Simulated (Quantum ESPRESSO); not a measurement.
# 1T-PtSe2, 2 layers, AA stacking, stepped through biaxial strain, part 3 of 6

Aim: how the results for 1T-PtSe2, 2 layers, AA stacking change with biaxial strain.

Quantum ESPRESSO 7.5; plane-wave DFT, PBE, GBRV ultrasoft pseudopotentials.

So far. Step 2 (Relaxing cell and ions of the reference):  The last row is no step: it is a fresh SCF in the final cell with a new plane-wave basis, +0 meV from the row before. Step 3 (Relaxation with pw.x, -4 %): The relaxation lowers the energy by 36 meV an atom.

## Step 5: Potential by pp.x, -4 %

plot_num = 11 writes the bare and Hartree potential, from which vacuum levels or, in a crystal, the mean potential are read.

The input, m0.pot.in:

```
&inputpp
  prefix = 'm0.scf'
  outdir = './out'
  filplot = 'm0.pot.dat'
  plot_num = 11
/
```

On the command line:

```console
OMP_NUM_THREADS=1 mpirun -n 4 pp.x -in m0.pot.in > m0.pot.out
```

The log of the run:

```text
[banner, memory and clock lines left out]
Program POST-PROC v.7.5 starts

          URL

     ./out/m0.scf.save/

     IMPORTANT: XC functional enforced from input :
     Exchange-correlation= PBE
                           (   1   4   3   4   0   0   0)
     Any further DFT definition will be discarded
     Please, verify this is what you really want

     negative rho (up, down):  3.429E-01 0.000E+00

     Calling punch_plot, plot_num =  11
     Writing data to file  m0.pot.dat
     Message from routine chdens:
     namelist plot not found or invalid, exiting
```

Run time: 0.98 s. Hardware: 4 MPI ranks of Arm Neoverse V2, shared host; peak memory 0.1 GiB.

Numbers from this step:

- slope of the potential above: 1.01e-4 eV/Å
- upper vacuum line continued to the top atoms, over the valence top: 4.911 eV
- slope of the potential below: -9.06e-5 eV/Å
- lower vacuum line continued to the bottom atoms, over the valence top: 4.911 eV
- vacuum level at the upper face over the valence top of the mesh: 4.911 eV
- vacuum level at the lower face over the valence top of the mesh: 4.911 eV

The potential energy, planar mean oscillates, so the rows of the table below give means over windows of 1 Å about each position, cut where the curve ends. Its maxima inside the range that stand out by 2 % of the span (Å: eV): 8.0: -7.58, 9.4: -8.17, 11.4: 3.01, 13.3: -8.17, 14.8: -7.58. Its minima: 7.3: -13.8, 8.6: -14.7, 10.0: -14.0, 12.7: -14.0, 14.1: -14.7, 15.5: -13.8.

Electrostatic potential energy of an electron; zero at the highest filled level of the SCF mesh. Potential energy, planar mean against z; means over each step:

```tsv
z (Å)	potential energy, planar mean (eV)
0	4.91
1	4.91
2	4.91
3	4.91
4	4.91
5	4.82
6	3.25
7	-9.13
8	-10.2
9	-11.9
10	-11.4
11	0.604
12	-2.60
13	-11.2
14	-13.0
15	-10.3
16	-5.27
17	4.14
18	4.87
19	4.91
20	4.91
21	4.91
22	4.91
```

## Step 6: Bands along a path, -4 %

Bands along a path place the edges.

The input, m0.bands.in:

```
&control
  prefix = 'm0.bands'
  outdir = './out'
  pseudo_dir = './pseudo'
  calculation = 'bands'
/
&system
  ibrav = 0
  nat = 6
  ntyp = 2
  ecutwfc = 40
  ecutrho = 200
  occupations = 'smearing'
  smearing = 'fd'
  degauss = 0.002
  nbnd = 34
/
&electrons
  conv_thr = 1e-07
  mixing_beta = 0.4
  electron_maxstep = 120
  mixing_mode = 'plain'
/
ATOMIC_SPECIES
  Se  78.9710  se_pbe_v1.uspp.F.UPF
  Pt  195.0840  pt_pbe_v1.4.uspp.F.UPF
CELL_PARAMETERS angstrom
  3.58681752000000 0.00000000000000 0.00000000000000
  -1.79340876000000 3.10627509120000 0.00000000000000
  0.00000000000000 0.00000000000000 22.73543559100000
ATOMIC_POSITIONS crystal
  Se  0.666666666700 0.333333333300 0.318949013600
  Pt  0.000000000000 0.000000000000 0.380779500500
  Se  0.333333333300 0.666666666700 0.441336308100
  Se  0.666666666700 0.333333333300 0.558663691900
  Pt  0.000000000000 0.000000000000 0.619220499500
  Se  0.333333333300 0.666666666700 0.681050986400
K_POINTS crystal_b
4
  0.0000000000 0.0000000000 0.0000000000 12
  0.5000000000 0.0000000000 0.0000000000 12
  0.3333333333 0.3333333333 0.0000000000 12
  0.0000000000 0.0000000000 0.0000000000 1
```

On the command line:

```console
cp -r out/m0.scf.save out/m0.bands.save
cp out/m0.scf.xml out/m0.bands.xml
OMP_NUM_THREADS=1 mpirun -n 4 pw.x -nk 4 -in m0.bands.in > m0.bands.out
```

The log of the run:

```text
[banner, memory and clock lines left out]
Program PWSCF v.7.5 starts

          URL

     Atomic positions and unit cell read from directory:
     ./out/m0.bands.save/

     Message from routine setup:
     using ibrav=0 with symmetry is DISCOURAGED, use correct ibrav instead

     G-vector sticks info

     bravais-lattice index     =            0
     lattice parameter (alat)  =       6.7781  a.u.
     unit-cell volume          =    1709.4212 (a.u.)^3
     number of atoms/cell      =            6
     number of atomic types    =            2
     number of electrons       =        56.00
     number of Kohn-Sham states=           34
     kinetic-energy cutoff     =      40.0000  Ry
     charge density cutoff     =     200.0000  Ry
     Exchange-correlation=  SLA  PW   PBX  PBC
                           (   1   4   3   4   0   0   0)

     celldm(1)=   6.778103  celldm(2)=   0.000000  celldm(3)=   0.000000
     celldm(4)=   0.000000  celldm(5)=   0.000000  celldm(6)=   0.000000

     crystal axes: (cart. coord. in units of alat)
               a(1) = (   1.000000   0.000000   0.000000 )
               a(2) = (  -0.500000   0.866025   0.000000 )
               a(3) = (   0.000000   0.000000   6.338609 )

     reciprocal axes: (cart. coord. in units 2 pi/alat)
               b(1) = (  1.000000  0.577350 -0.000000 )
               b(2) = (  0.000000  1.154701  0.000000 )
               b(3) = (  0.000000 -0.000000  0.157763 )

     PseudoPot. # 1 for Se read from file:
     ./pseudo/se_pbe_v1.uspp.F.UPF
     Pseudo is Ultrasoft + core correction, Zval =  6.0
     Generated by new atomic code, or converted to UPF format
     Using radial grid of  877 points,  6 beta functions with:
                l(1) =   0
                l(2) =   0
                l(3) =   1
                l(4) =   1
                l(5) =   2
                l(6) =   2
     Q(r) pseudized with  8 coefficients,  rinner =    1.300   1.300   1.300
                                                       1.300   1.300

     PseudoPot. # 2 for Pt read from file:
     ./pseudo/pt_pbe_v1.4.uspp.F.UPF
     Pseudo is Ultrasoft + core correction, Zval = 16.0
     Generated by new atomic code, or converted to UPF format
     Using radial grid of  985 points,  6 beta functions with:
                l(1) =   0
                l(2) =   0
                l(3) =   1
                l(4) =   1
                l(5) =   2
                l(6) =   2
     Q(r) pseudized with  8 coefficients,  rinner =    1.300   1.300   1.300
                                                       1.300   1.300

     atomic species   valence    mass     pseudopotential
     Se                6.00    78.97100     Se( 1.00)
     Pt               16.00   195.08400     Pt( 1.00)

     12 Sym. Ops., with inversion, found

   Cartesian axes

     site n.     atom                  positions (alat units)
         1        Se     tau(   1) = (   0.5000000   0.2886751   2.0216932  )
         2        Pt     tau(   2) = (   0.0000000   0.0000000   2.4136126  )
         3        Se     tau(   3) = (  -0.0000000   0.5773503   2.7974585  )
         4        Se     tau(   4) = (   0.5000000   0.2886751   3.5411510  )
         5        Pt     tau(   5) = (   0.0000000   0.0000000   3.9249969  )
         6        Se     tau(   6) = (  -0.0000000   0.5773503   4.3169162  )

     number of k points=    37  Fermi-Dirac smearing, width (Ry)=  0.0020
                       cart. coord. in units 2pi/alat
        k(    1) = (   0.0000000   0.0000000   0.0000000), wk =   0.0540541
        k(    2) = (   0.0416667   0.0240563   0.0000000), wk =   0.0540541
        k(    3) = (   0.0833333   0.0481125   0.0000000), wk =   0.0540541
        k(    4) = (   0.1250000   0.0721688   0.0000000), wk =   0.0540541
        k(    5) = (   0.1666667   0.0962250   0.0000000), wk =   0.0540541
        k(    6) = (   0.2083333   0.1202813   0.0000000), wk =   0.0540541
        k(    7) = (   0.2500000   0.1443376   0.0000000), wk =   0.0540541
        k(    8) = (   0.2916667   0.1683938   0.0000000), wk =   0.0540541
        k(    9) = (   0.3333333   0.1924501   0.0000000), wk =   0.0540541
        k(   10) = (   0.3750000   0.2165064   0.0000000), wk =   0.0540541
        k(   11) = (   0.4166667   0.2405626   0.0000000), wk =   0.0540541
        k(   12) = (   0.4583333   0.2646189   0.0000000), wk =   0.0540541
        k(   13) = (   0.5000000   0.2886751   0.0000000), wk =   0.0540541
        k(   14) = (   0.4861111   0.3127314   0.0000000), wk =   0.0540541
        k(   15) = (   0.4722222   0.3367877   0.0000000), wk =   0.0540541
        k(   16) = (   0.4583333   0.3608439   0.0000000), wk =   0.0540541
        k(   17) = (   0.4444444   0.3849002   0.0000000), wk =   0.0540541
        k(   18) = (   0.4305556   0.4089564   0.0000000), wk =   0.0540541
        k(   19) = (   0.4166667   0.4330127   0.0000000), wk =   0.0540541
        k(   20) = (   0.4027778   0.4570690   0.0000000), wk =   0.0540541
        k(   21) = (   0.3888889   0.4811252   0.0000000), wk =   0.0540541
        k(   22) = (   0.3750000   0.5051815   0.0000000), wk =   0.0540541
        k(   23) = (   0.3611111   0.5292377   0.0000000), wk =   0.0540541
        k(   24) = (   0.3472222   0.5532940   0.0000000), wk =   0.0540541
        k(   25) = (   0.3333333   0.5773503   0.0000000), wk =   0.0540541
        k(   26) = (   0.3055556   0.5292377   0.0000000), wk =   0.0540541
        k(   27) = (   0.2777778   0.4811252   0.0000000), wk =   0.0540541
        k(   28) = (   0.2500000   0.4330127   0.0000000), wk =   0.0540541
        k(   29) = (   0.2222222   0.3849002   0.0000000), wk =   0.0540541
        k(   30) = (   0.1944444   0.3367877   0.0000000), wk =   0.0540541
        k(   31) = (   0.1666667   0.2886751   0.0000000), wk =   0.0540541
        k(   32) = (   0.1388889   0.2405626   0.0000000), wk =   0.0540541
        k(   33) = (   0.1111111   0.1924501   0.0000000), wk =   0.0540541
        k(   34) = (   0.0833333   0.1443376   0.0000000), wk =   0.0540541
        k(   35) = (   0.0555556   0.0962250   0.0000000), wk =   0.0540541
        k(   36) = (   0.0277778   0.0481125   0.0000000), wk =   0.0540541
        k(   37) = (   0.0000000   0.0000000   0.0000000), wk =   0.0540541

     Dense  grid:    81673 G-vectors     FFT dimensions: (  32,  32, 200)

     Smooth grid:    58535 G-vectors     FFT dimensions: (  27,  27, 180)

     The potential is recalculated from file :
     ./out/m0.bands.save/charge-density

     negative rho (up, down):  3.429E-01 0.000E+00
     Starting wfcs are   40 randomized atomic wfcs

     Band Structure Calculation
     Davidson diagonalization with overlap

[...]
6.8286   7.2605

          k = 0.4444 0.3849 0.0000 (  7326 PWs)   bands (ev):

   -50.8917 -50.8916 -50.8537 -50.8537 -50.8418 -50.8418 -10.8631 -10.7113
   -10.4673 -10.4157  -4.3924  -4.3332  -3.0832  -2.9837  -2.4970  -2.3241
    -2.1083  -1.7118  -1.2049  -1.1171  -0.5579  -0.3966  -0.2095  -0.2021
     0.1693   0.5556   0.8429   1.1615   3.9136   4.1388   4.2225   4.8241
     7.0369   7.3527

          k = 0.4306 0.4090 0.0000 (  7326 PWs)   bands (ev):

   -50.8916 -50.8916 -50.8534 -50.8533 -50.8425 -50.8425 -10.8345 -10.6870
   -10.4612 -10.4189  -4.3103  -4.2655  -3.1336  -3.0414  -2.4422  -2.3141
    -2.0600  -1.6910  -1.4631  -1.3018  -0.5789  -0.4557  -0.2703  -0.2431
     0.2919   0.5994   0.9117   1.2542   3.8284   3.9783   4.0830   4.7947
     7.2786   7.4091

          k = 0.4167 0.4330 0.0000 (  7310 PWs)   bands (ev):

   -50.8916 -50.8915 -50.8529 -50.8529 -50.8434 -50.8433 -10.8023 -10.6612
   -10.4537 -10.4220  -4.2116  -4.1848  -3.1777  -3.0939  -2.4154  -2.3309
    -2.0131  -1.6846  -1.6841  -1.4840  -0.5677  -0.5208  -0.3230  -0.2890
     0.4158   0.6342   0.9644   1.3149   3.7476   3.7670   4.0286   4.7536
     7.4184   7.5373

          k = 0.4028 0.4571 0.0000 (  7295 PWs)   bands (ev):

   -50.8915 -50.8915 -50.8524 -50.8524 -50.8443 -50.8442 -10.7680 -10.6365
   -10.4451 -10.4239  -4.0972  -4.0927  -3.2147  -3.1386  -2.4599  -2.3997
    -1.9834  -1.8017  -1.7036  -1.6093  -0.5938  -0.5357  -0.3725  -0.3405
     0.5358   0.6606   1.0020   1.3458   3.5476   3.7295   3.9805   4.6993
     7.3858   7.7955

          k = 0.3889 0.4811 0.0000 (  7299 PWs)   bands (ev):

   -50.8915 -50.8914 -50.8518 -50.8518 -50.8452 -50.8452 -10.7333 -10.6160
   -10.4355 -10.4236  -3.9915  -3.9685  -3.2449  -3.1740  -2.6015  -2.5358
    -1.9591  -1.7970  -1.7412  -1.6542  -0.6765  -0.4943  -0.4197  -0.3948
     0.6454   0.6808   1.0269   1.3525   3.3924   3.6921   3.9599   4.6316
     7.3283   8.0350

          k = 0.3750 0.5052 0.0000 (  7309 PWs)   bands (ev):

   -50.8914 -50.8914 -50.8511 -50.8511 -50.8462 -50.8462 -10.6999 -10.6030
   -10.4256 -10.4203  -3.8846  -3.8275  -3.2698  -3.1999  -2.7883  -2.7193
    -1.9097  -1.7500  -1.7492  -1.6748  -0.7674  -0.4728  -0.4477  -0.4446
     0.6987   0.7355   1.0456   1.3398   3.2926   3.6275   3.9890   4.5513
     7.2649   8.2372

          k = 0.3611 0.5292 0.0000 (  7313 PWs)   bands (ev):

   -50.8914 -50.8914 -50.8504 -50.8504 -50.8471 -50.8471 -10.6693 -10.5994
   -10.4163 -10.4146  -3.7783  -3.6767  -3.2948  -3.2198  -2.9641  -2.9142
    -1.8481  -1.7366  -1.6984  -1.6893  -0.8584  -0.5091  -0.4937  -0.4146
     0.7195   0.7920   1.0721   1.3094   3.2535   3.5382   4.0602   4.4601
     7.2106   8.3846

          k = 0.3472 0.5533 0.0000 (  7327 PWs)   bands (ev):

   -50.8914 -50.8914 -50.8497 -50.8497 -50.8481 -50.8481 -10.6426 -10.6056
   -10.4092 -10.4088  -3.6870  -3.5200  -3.3300  -3.2554  -3.0858  -3.0752
    -1.7908  -1.7340  -1.6844  -1.6640  -0.9312  -0.5384  -0.5269  -0.3943
     0.7466   0.8043   1.1214   1.2601   3.2731   3.4394   4.1546   4.3609
     7.1749   8.4666

          k = 0.3333 0.5774 0.0000 (  7311 PWs)   bands (ev):

   -50.8914 -50.8914 -50.8490 -50.8490 -50.8488 -50.8488 -10.6207 -10.6207
   -10.4063 -10.4063  -3.6463  -3.3699  -3.3607  -3.3607  -3.1262  -3.1262
    -1.7522  -1.7522  -1.6638  -1.6638  -0.9602  -0.5501  -0.5397  -0.3880
     0.7807   0.7807   1.1916   1.1916   3.3434   3.3434   4.2577   4.2577
     7.1625   8.4896

          k = 0.3056 0.5292 0.0000 (  7333 PWs)   bands (ev):

   -50.8914 -50.8914 -50.8503 -50.8502 -50.8473 -50.8473 -10.6770 -10.5934
   -10.4208 -10.4207  -3.7398  -3.6256  -3.3156  -3.1670  -3.0311  -2.9667
    -1.8292  -1.8118  -1.7109  -1.6540  -0.8512  -0.4894  -0.4755  -0.3995
     0.6779   0.8249   1.0399   1.3633   3.1903   3.5802   4.0655   4.4454
     7.2120   8.4459

          k = 0.2778 0.4811 0.0000 (  7313 PWs)   bands (ev):

   -50.8915 -50.8915 -50.8510 -50.8509 -50.8456 -50.8456 -10.7745 -10.6038
   -10.4631 -10.4595  -3.7956  -3.7670  -3.2897  -3.0859  -2.8386  -2.6820
    -2.0114  -1.8997  -1.8016  -1.7037  -0.6050  -0.3865  -0.3049  -0.2883
     0.5482   0.6381   1.0923   1.5526   3.1119   3.7431   4.0435   4.5460
     7.3507   8.3982

          k = 0.2500 0.4330 0.0000 (  7289 PWs)   bands (ev):

   -50.8917 -50.8917 -50.8509 -50.8509 -50.8439 -50.8439 -10.9254 -10.6991
   -10.5196 -10.4801  -3.7634  -3.7257  -3.3119  -3.0281  -2.6696  -2.4574
    -2.1392  -1.9900  -1.9353  -1.7814  -0.2859  -0.2840  -0.1071  -0.1022
     0.4490   0.4998   1.2323   1.7404   3.1112   3.6654   4.2995   4.5063
     7.5547   8.3963

          k = 0.2222 0.3849 0.0000 (  7279 PWs)   bands (ev):

   -50.8920 -50.8920 -50.8501 -50.8501 -50.8424 -50.8423 -11.1292 -10.8760
   -10.5767 -10.4774  -3.6291  -3.5673  -3.3511  -3.0174  -2.5966  -2.3538
    -2.2208  -2.0225  -1.9973  -1.8448  -0.1802  -0.1513  -0.0404   0.1113
     0.5664   0.7416   1.3719   1.9115   3.1893   3.6020   4.3205   4.5209
     7.8010   8.4383

          k = 0.1944 0.3368 0.0000 (  7285 PWs)   bands (ev):

   -50.8924 -50.8924 -50.8486 -50.8486 -50.8409 -50.8409 -11.3682 -11.0982
   -10.6304 -10.4691  -3.5315  -3.4090  -3.2179  -3.0565  -2.6945  -2.3839
    -2.2191  -1.9763  -1.9373  -1.8554  -0.3406  -0.2550   0.2709   0.5527
     0.8121   1.1364   1.4907   2.0661   3.3539   3.6063   4.0372   4.6161
     8.0650   8.4916

          k = 0.1667 0.2887 0.0000 (  7291 PWs)   bands (ev):

   -50.8928 -50.8928 -50.8466 -50.8466 -50.8396 -50.8396 -11.6192 -11.3381
   -10.6807 -10.4608  -3.5919  -3.2221  -3.0713  -3.0109  -2.8959  -2.4908
    -2.0903  -1.8980  -1.8104  -1.7805  -0.4329  -0.3327   0.6750   0.9541
     1.0571   1.4793   1.5925   2.2287   3.5965   3.7060   3.7472   4.5721
     8.0417   8.1850

          k = 0.1389 0.2406 0.0000 (  7297 PWs)   bands (ev):

   -50.8933 -50.8932 -50.8442 -50.8442 -50.8385 -50.8385 -11.8616 -11.5737
   -10.7276 -10.4540  -3.6501  -3.2285  -3.0950  -2.9757  -2.9238  -2.6255
    -1.8347  -1.7576  -1.6427  -1.6280  -0.4348  -0.3314   1.0352   1.0986
     1.4152   1.6913   1.7474   2.4066   3.5180   3.9238   3.9308   4.4360
     7.6962   7.8779

          k = 0.1111 0.1925 0.0000 (  7287 PWs)   bands (ev):

   -50.8937 -50.8937 -50.8417 -50.8417 -50.8375 -50.8375 -12.0790 -11.7873
   -10.7701 -10.4492  -3.7247  -3.2578  -3.2184  -2.9641  -2.9487  -2.7709
    -1.5384  -1.5192  -1.4501  -1.4471  -0.3502  -0.2332   0.9707   1.4012
     1.5902   1.8814   1.9938   2.5592   3.5419   4.1412   4.2577   4.3840
     7.3725   7.5914

          k = 0.0833 0.1443 0.0000 (  7275 PWs)   bands (ev):

   -50.8941 -50.8940 -50.8394 -50.8394 -50.8368 -50.8368 -12.2591 -11.9656
   -10.8064 -10.4464  -3.8334  -3.2668  -3.2387  -3.0134  -3.0129  -2.9123
    -1.3206  -1.2991  -1.2653  -1.2430  -0.2024  -0.0268   0.8272   1.5104
     1.7311   2.0961   2.1098   2.6762   3.8781   4.1352   4.5477   4.6737
     7.0938   7.3393

          k = 0.0556 0.0962 0.0000 (  7257 PWs)   bands (ev):

   -50.8943 -50.8943 -50.8375 -50.8375 -50.8363 -50.8363 -12.3934 -12.0992
   -10.8342 -10.4450  -3.9433  -3.2598  -3.1951  -3.0769  -3.0691  -3.0293
    -1.1653  -1.1509  -1.1209  -1.1066  -0.0737   0.2360   0.6953   1.6019
     1.9106   2.1157   2.1983   2.6657   4.3131   4.3867   4.7683   4.9544
     6.8573   7.1353

          k = 0.0278 0.0481 0.0000 (  7265 PWs)   bands (ev):

   -50.8945 -50.8945 -50.8363 -50.8363 -50.8360 -50.8360 -12.4762 -12.1818
   -10.8518 -10.4445  -4.0197  -3.2480  -3.1428  -3.1201  -3.1130  -3.1019
    -1.0640  -1.0557  -1.0485  -1.0405  -0.0364   0.4309   0.6387   1.8029
     2.0372   2.1549   2.2219   2.4602   4.6546   4.7746   4.9882   5.1240
     6.6743   6.9969

          k = 0.0000 0.0000 0.0000 (  7299 PWs)   bands (ev):

   -50.8946 -50.8946 -50.8359 -50.8359 -50.8359 -50.8359 -12.5041 -12.2097
   -10.8579 -10.4444  -4.0466  -3.2424  -3.1362  -3.1362  -3.1196  -3.1196
    -1.0284  -1.0284  -1.0214  -1.0214  -0.0408   0.4942   0.6305   2.0423
     2.0423   2.2160   2.2241   2.2241   4.8452   4.8452   5.1706   5.1706
     6.5997   6.9465

     XML data file, pseudopotentials, collected wavefunctions

                                        0.00s GPU  (     567 calls)
```

Elapsed: 65 s, on 4 MPI ranks; peak memory 0.43 GiB; 4.4 min of CPU time.

Read from the output:

```
gap by band count : 0.4350 eV
```

Band numbers count within the set of bands kept for display. The electronic bands at the labelled points (eV, zero at the highest filled level of the SCF mesh; v1 is the highest filled band, c1 the lowest empty one):

```tsv
point	v4	v3	v2	v1	c1	c2	c3	c4
Γ	-0.63	-0.46	-0.45	-0.45	2.17	2.17	2.49	2.49
halfway	-1.24	-1.01	-0.75	-0.70	0.47	1.48	1.65	2.11
M	-2.53	-2.47	-2.18	-1.89	1.43	1.71	2.10	2.27
halfway	-2.26	-2.04	-1.71	-1.36	1.07	1.09	1.35	2.08
K	-1.90	-1.90	-1.48	-1.48	0.67	0.67	1.58	1.58
halfway	-1.62	-1.20	-1.08	-0.45	0.92	1.03	1.07	1.90
Γ	-0.63	-0.46	-0.45	-0.45	2.17	2.17	2.49	2.49
```

Along this path the valence top lies between K and Γ and the conduction bottom between K and Γ.

(Part 3 of 6 ends here.)

[Logs are printed without paths, hosts, clocks, repeated set-up lines and the standing remarks that a program may print on its own settings, such as how far it seeks lower states.]

[Hosts, paths, dates, database ids (printed as entryN), source tags and the programs' standing remarks are cut or masked in the printed files.]

[Maps of the electrostatic potential energy from Ansatz leave out the sawtooth potential of an applied field or a dipole correction, so their vacuum need not be flat; planar profiles and work functions include it.]
